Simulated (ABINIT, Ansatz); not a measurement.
# YSn3 (Pm-3m): phonons by linear response, part 3 of 5

How does YSn3 (Pm-3m) vibrate, and is this structure a minimum?

ABINIT 10.8.3; DFT PBEsol, scalar-relativistic, plane waves, PseudoDojo norm-conserving pseudopotentials.

So far. Step 4 (Self-consistent run for the response): The cell stands at -1.2 GPa: the relaxation ran with a smoothed and higher cutoff, and the difference is a stress of the finite basis. Step 5 (Zone-centre response): The acoustic modes at Γ come out as far as 4.5 cm⁻¹ from zero, where they should vanish, a small numerical error. The relaxed cell has a = 4.648 Å (conventional setting).

**7. Linear response at Γ**

The zone centre is solved again, so that all wavevectors share one k mesh.

Contents of dfpt_gamma.abi:

```

# common to the responses
getwfk_filepath "gso_WFK"
kptopt 2
nqpt 1
qpt 0.0 0.0 0.0
asr 0
chneut 0

# displacements
rfphon 1
rfatpol 1 4
rfdir 1 1 1
tolvrs 1.0d-10
prtwf 0
prtpot 1

# basis, mesh and filling
ecut 32.0
ngkpt 4 4 4
nshiftk 1
shiftk 0.0 0.0 0.0
istwfk *1
occopt 7
tsmear 0.01
nband 36
nstep 100
diemac 1000000.0
prtebands 0
prtgsr 0

# cell and atoms
acell 8.783591308 8.783591308 8.783591308
rprim 
    1.0 0.0 0.0
    0.0 1.0 0.0
    0.0 0.0 1.0
ntypat 2
znucl 39 50
natom 4
typat 1 2 2 2
xred 
    0.0 0.0 0.0
    0.0 0.5 0.5
    0.5 0.0 0.5
    0.5 0.5 0.0
pp_dirpath "./pseudo"
pseudos "Y.upf, Sn.upf"
```

The run is started by

```console
$ OMP_NUM_THREADS=1 mpirun -n 16 abinit dfpt_gamma.abi > dfpt_gamma.log
```

Numbers of over 12 decimals in the logs are rounded to 6 here.

dfpt_gamma.abo, the main output file:

```text
[banners, grids, parts of the stress and lines that vanish by symmetry left out]
- input  file    -> dfpt_gamma.abi
- output file    -> dfpt_gamma.abo
- root for input  files -> dfpt_gammai
- root for output files -> dfpt_gammao

 Symmetries : space group Pm -3 m (#221); Bravais cP (primitive cubic)
================================================================================
 Values of the parameters that define the memory need of the present run (RF).
     intxc =       0      iscf =       7    lmnmax =       6     lnmax =       6
     mgfft =      48  mpssoang =       3    mqgrid =    3001     natom =       4
  nloc_mem =       1    nspden =       1   nspinor =       1    nsppol =       1
      nsym =      48    n1xccc =    2501    ntypat =       2    occopt =       7
   xclevel =       2
-    mband =          36        mffmem =           1         mkmem =           3
-   mkqmem =           3        mk1mem =           3           mpw =        5904
      nfft =      110592          nkpt =          36
- my_mband =          36
================================================================================
================================================================================

--------------------------------------------------------------------------------
------------- Echo of variables that govern the present computation ------------
--------------------------------------------------------------------------------
-
- outvars: echo of selected default values
-   iomode0 =  0 , fftalg0 =312 , wfoptalg0 =  0
-
- outvars: echo of global parameters not present in the input file
-  max_nthreads =    1
-
 -outvars: echo values of preprocessed input variables
 [... echo left out ...]
================================================================================

 chkinp: Checking input parameters for consistency.

[...]
== DATASET  1 ==================================================================
-   mpi_nproc: 16, omp_nthreads: 1 (-1 if OMP is not activated)

--- !DatasetInfo
iteration_state: {dtset: 1, }
dimensions: {natom: 4, nkpt: 36, mband: 36, nsppol: 1, nspinor: 1, nspden: 1, mpw: 5904, }
cutoff_energies: {ecut:  32.0, pawecutdg:  -1.0, }
electrons: {nelect:   5.30000000E+01, charge:   0.00000000E+00, occopt:   7.00000000E+00, tsmear:   1.00000000E-02, }
meta: {optdriver: 1, rfphon: 1, }
...

 mkfilename: getwfk from: gso_WFK

 Real(R)+Recip(G) space primitive vectors, cartesian coordinates (Bohr,Bohr^-1):
 R(1)=  8.7835913  0.0000000  0.0000000  G(1)=  0.1138486  0.0000000  0.0000000
 R(2)=  0.0000000  8.7835913  0.0000000  G(2)=  0.0000000  0.1138486  0.0000000
 R(3)=  0.0000000  0.0000000  8.7835913  G(3)=  0.0000000  0.0000000  0.1138486
 Unit cell volume ucvol=  6.7766704E+02 bohr^3
 Angles (23,13,12)=  9.00000000E+01  9.00000000E+01  9.00000000E+01 degrees
 setup1 : take into account q-point for computing boxcut.

 getcut: wavevector=  0.0000  0.0000  0.0000  ngfft=  48  48  48
         ecut(hartree)=     32.000   => boxcut(ratio)=   2.14600

--- Pseudopotential description ------------------------------------------------
- pspini: atom type   1  psp file is ./pseudo/Y.upf

- pspini: atom type   2  psp file is ./pseudo/Sn.upf

   6.14193044E+03                                ecore*ucvol(ha*bohr**3)
--------------------------------------------------------------------------------

 ==>  initialize data related to q vector <==

 The list of irreducible perturbations for this q vector is:
    1)    idir= 1    ipert=   1
    2)    idir= 1    ipert=   2
    3)    idir= 2    ipert=   2

[...]
The perturbation idir=   2  ipert=   1 is
 symmetric of a previously calculated perturbation.
 So, its SCF calculation is not needed.

 The perturbation idir=   3  ipert=   1 is
 symmetric of a previously calculated perturbation.
 So, its SCF calculation is not needed.

 The perturbation idir=   3  ipert=   2 is
 symmetric of a previously calculated perturbation.
 So, its SCF calculation is not needed.

 The perturbation idir=   1  ipert=   3 is
 symmetric of a previously calculated perturbation.
 So, its SCF calculation is not needed.

[...]
The perturbation idir=   2  ipert=   4 is
 symmetric of a previously calculated perturbation.
 So, its SCF calculation is not needed.

 The perturbation idir=   3  ipert=   4 is
 symmetric of a previously calculated perturbation.
 So, its SCF calculation is not needed.

--------------------------------------------------------------------------------
 Perturbation wavevector (in red.coord.)   0.000000  0.000000  0.000000
 Perturbation : displacement of atom   1   along direction   1
 Found     8 symmetries that leave the perturbation invariant.

[...]
dfpt_looppert : total number of electrons, from k and k+q
  fully or partially occupied states are    5.300000E+01 and    5.300000E+01.
 Initialisation of the first-order wave-functions :
  ireadwf=   0

--- !BeginCycle
iteration_state: {dtset: 1, }
solver: {iscf: 7, nstep: 100, nline: 4, wfoptalg: 0, }
tolerances: {tolvrs: 1.00E-10, }
...

     iter   2DEtotal(Ha)        deltaE(Ha) residm    vres2
-ETOT  1   5.800898     -2.640E+03 1.186E+01 6.364E+03
 ETOT  2   3.419124     -2.382E+00 3.580E-01 2.858E+02
 ETOT  3   3.289938     -1.292E-01 1.213E-02 4.275E+01
 ETOT  4   3.277231     -1.271E-02 5.790E-03 3.821E-01
 ETOT  5   3.277005     -2.264E-04 1.585E-03 7.980E-03
[...]
At SCF step   10       vres2   =  1.54E-11 < tolvrs=  1.00E-10 =>converged.
[...]
Mean square residual over all n,k,spin=   12.090E-08; max=  68.605E-06

 Thirteen components of 2nd-order total energy (hartree) are
 1,2,3: 0th-order hamiltonian combined with 1st-order wavefunctions
     kin0=   1.80924946E+03 eigvalue=   2.48396525E+02  local=  -1.37076922E+03
 4,5,6: 1st-order hamiltonian combined with 1st and 0th-order wfs
 loc psp =  -2.59591533E+03  Hartree=   7.36168724E+02     xc=  -1.77493476E+02
 note that "loc psp" includes a xc core correction that could be resolved
 7,8,9: eventually, occupation + non-local contributions
    edocc=   3.21725172E+02     enl0=   1.07568463E+03   enl1=  -2.69000832E+03
 1-9 gives the relaxation energy (to be shifted if some occ is /=2.0)
   erelax=  -2.64296183E+03
 10,11,12 Non-relaxation  contributions : frozen-wavefunctions and Ewald
 fr.local=   1.10275121E+03 fr.nonlo=   1.34541546E+03  Ewald=   2.20322304E+02
 13,14 Frozen wf xc core corrections (1) and (2)
 frxc 1  =  -1.58761077E+02  frxc 2 =   1.36510927E+02
 Resulting in :
 2DEtotal=    0.3277001864E+01 Ha. Also 2DEtotal=    0.891717634459E+02 eV
    (2DErelax=   -2.6429618266E+03 Ha. 2DEnonrelax=    2.6462388284E+03 Ha)
    (  non-var. 2DEtotal :    3.2770029817E+00 Ha)

[...]
Perturbation wavevector (in red.coord.)   0.000000  0.000000  0.000000
 Perturbation : displacement of atom   2   along direction   1
 Found     8 symmetries that leave the perturbation invariant.

[...]
dfpt_looppert : total number of electrons, from k and k+q
  fully or partially occupied states are    5.300000E+01 and    5.300000E+01.
 Initialisation of the first-order wave-functions :
  ireadwf=   0

--- !BeginCycle
iteration_state: {dtset: 1, }
solver: {iscf: 7, nstep: 100, nline: 4, wfoptalg: 0, }
tolerances: {tolvrs: 1.00E-10, }
...

     iter   2DEtotal(Ha)        deltaE(Ha) residm    vres2
-ETOT  1   8.361559     -2.568E+04 3.268E+01 1.621E+02
[...]
At SCF step   10       vres2   =  1.35E-11 < tolvrs=  1.00E-10 =>converged.
[...]
Mean square residual over all n,k,spin=   71.997E-10; max=  42.707E-07

 Thirteen components of 2nd-order total energy (hartree) are
 1,2,3: 0th-order hamiltonian combined with 1st-order wavefunctions
     kin0=   3.30376448E+04 eigvalue=   2.30056105E+03  local=  -1.55122985E+04
 4,5,6: 1st-order hamiltonian combined with 1st and 0th-order wfs
 loc psp =  -6.82577372E+03  Hartree=   2.25176971E+03     xc=  -4.12260926E+02
 note that "loc psp" includes a xc core correction that could be resolved
 7,8,9: eventually, occupation + non-local contributions
    edocc=   1.85314364E+01     enl0=   3.99777813E+03   enl1=  -4.45376776E+04
 1-9 gives the relaxation energy (to be shifted if some occ is /=2.0)
   erelax=  -2.56817257E+04
 10,11,12 Non-relaxation  contributions : frozen-wavefunctions and Ewald
 fr.local=   2.98264464E+03 fr.nonlo=   2.22591915E+04  Ewald=   3.01826904E+02
 13,14 Frozen wf xc core corrections (1) and (2)
 frxc 1  =  -9.22288089E+02  frxc 2 =   1.06236003E+03
 Resulting in :
 2DEtotal=    0.2009340283E+01 Ha. Also 2DEtotal=    0.546769345354E+02 eV
    (2DErelax=   -2.5681725676E+04 Ha. 2DEnonrelax=    2.5683735016E+04 Ha)
    (  non-var. 2DEtotal :    2.0093390770E+00 Ha)

[...]
Perturbation wavevector (in red.coord.)   0.000000  0.000000  0.000000
 Perturbation : displacement of atom   2   along direction   2
 Found     4 symmetries that leave the perturbation invariant.

--------------------------------------------------------------------------------

--------------------------------------------------------------------------------

 dfpt_looppert : total number of electrons, from k and k+q
  fully or partially occupied states are    5.300000E+01 and    5.300000E+01.
 Initialisation of the first-order wave-functions :
  ireadwf=   0

--- !BeginCycle
iteration_state: {dtset: 1, }
solver: {iscf: 7, nstep: 100, nline: 4, wfoptalg: 0, }
tolerances: {tolvrs: 1.00E-10, }
...

     iter   2DEtotal(Ha)        deltaE(Ha) residm    vres2
-ETOT  1   9.953425     -2.566E+04 2.638E+01 3.867E+02
[...]
ETOT 10   3.305891      0.000E+00 3.014E-03 1.544E-10
 ETOT 11   3.305891      5.093E-11 8.567E-04 2.816E-11

 At SCF step   11       vres2   =  2.82E-11 < tolvrs=  1.00E-10 =>converged.
[...]
Mean square residual over all n,k,spin=   96.563E-08; max=  85.665E-05

 Thirteen components of 2nd-order total energy (hartree) are
 1,2,3: 0th-order hamiltonian combined with 1st-order wavefunctions
     kin0=   3.30155379E+04 eigvalue=   2.29985942E+03  local=  -1.55105688E+04
 4,5,6: 1st-order hamiltonian combined with 1st and 0th-order wfs
 loc psp =  -6.82417391E+03  Hartree=   2.25172720E+03     xc=  -4.10358619E+02
 note that "loc psp" includes a xc core correction that could be resolved
 7,8,9: eventually, occupation + non-local contributions
    edocc=   1.75204525E+01     enl0=   4.00394216E+03   enl1=  -4.45111456E+04
 1-9 gives the relaxation energy (to be shifted if some occ is /=2.0)
   erelax=  -2.56676597E+04
 10,11,12 Non-relaxation  contributions : frozen-wavefunctions and Ewald
 fr.local=   3.03556742E+03 fr.nonlo=   2.22550777E+04  Ewald=   2.39657905E+02
 13,14 Frozen wf xc core corrections (1) and (2)
 frxc 1  =  -9.22614711E+02  frxc 2 =   1.06327733E+03
 Resulting in :
 2DEtotal=    0.3305891433E+01 Ha. Also 2DEtotal=    0.899578886837E+02 eV
    (2DErelax=   -2.5667659732E+04 Ha. 2DEnonrelax=    2.5670965624E+04 Ha)
    (  non-var. 2DEtotal :    3.3058918797E+00 Ha)

[...]
---- first-order wavefunction calculations are completed ----

 ==> Compute Derivative Database <==

 [... matrices left out ...]
  Phonon wavevector (reduced coordinates) :  0.00000  0.00000  0.00000
 Phonon energies in Hartree :
  -2.189521E-05 -2.189521E-05 -2.189521E-05  3.326353E-04  3.326353E-04
   3.326353E-04  4.339066E-04  4.339066E-04  4.339066E-04  6.928395E-04
   6.928395E-04  6.928395E-04
 Phonon frequencies in cm-1    :
- -4.805442E+00 -4.805442E+00 -4.805442E+00  7.300501E+01  7.300501E+01
-  7.300501E+01  9.523148E+01  9.523148E+01  9.523148E+01  1.520607E+02
-  1.520607E+02  1.520607E+02

== END DATASET(S) ==============================================================
================================================================================

 -outvars: echo values of variables after computation
            acell      8.7835913080E+00  8.7835913080E+00  8.7835913080E+00 Bohr
           etotal      3.3058914335E+00
            fcart      0.0000000000E+00  0.0000000000E+00  0.0000000000E+00
           strten      0.0000000000E+00  0.0000000000E+00  0.0000000000E+00
================================================================================
```

Elapsed: 53 s, on 16 MPI ranks of Arm Neoverse V1, shared host; 14 min of CPU time.

Numbers from this step:

| Quantity | Value |
| --- | --- |
| largest acoustic frequency at the zone centre before the sum rule | -4.81 cm⁻¹ |
| highest optical zone-centre mode (no LO-TO term) | 152.1 cm⁻¹ |
| lowest optical zone-centre mode | 73.01 cm⁻¹ |

The acoustic modes at Γ come out as far as 4.8 cm⁻¹ from zero, where they should vanish, a small numerical error.

[end of part 3 of 5]

[Host names and launcher messages were left out of these logs when they were recorded.]

[Logs are printed without paths, hosts, clocks, repeated set-up lines and the standing remarks that a program may print on its own settings, such as how far it seeks lower states.]

[Hosts, paths, dates, database ids (printed as entryN), source tags and the programs' standing remarks are cut or masked in the printed files.]
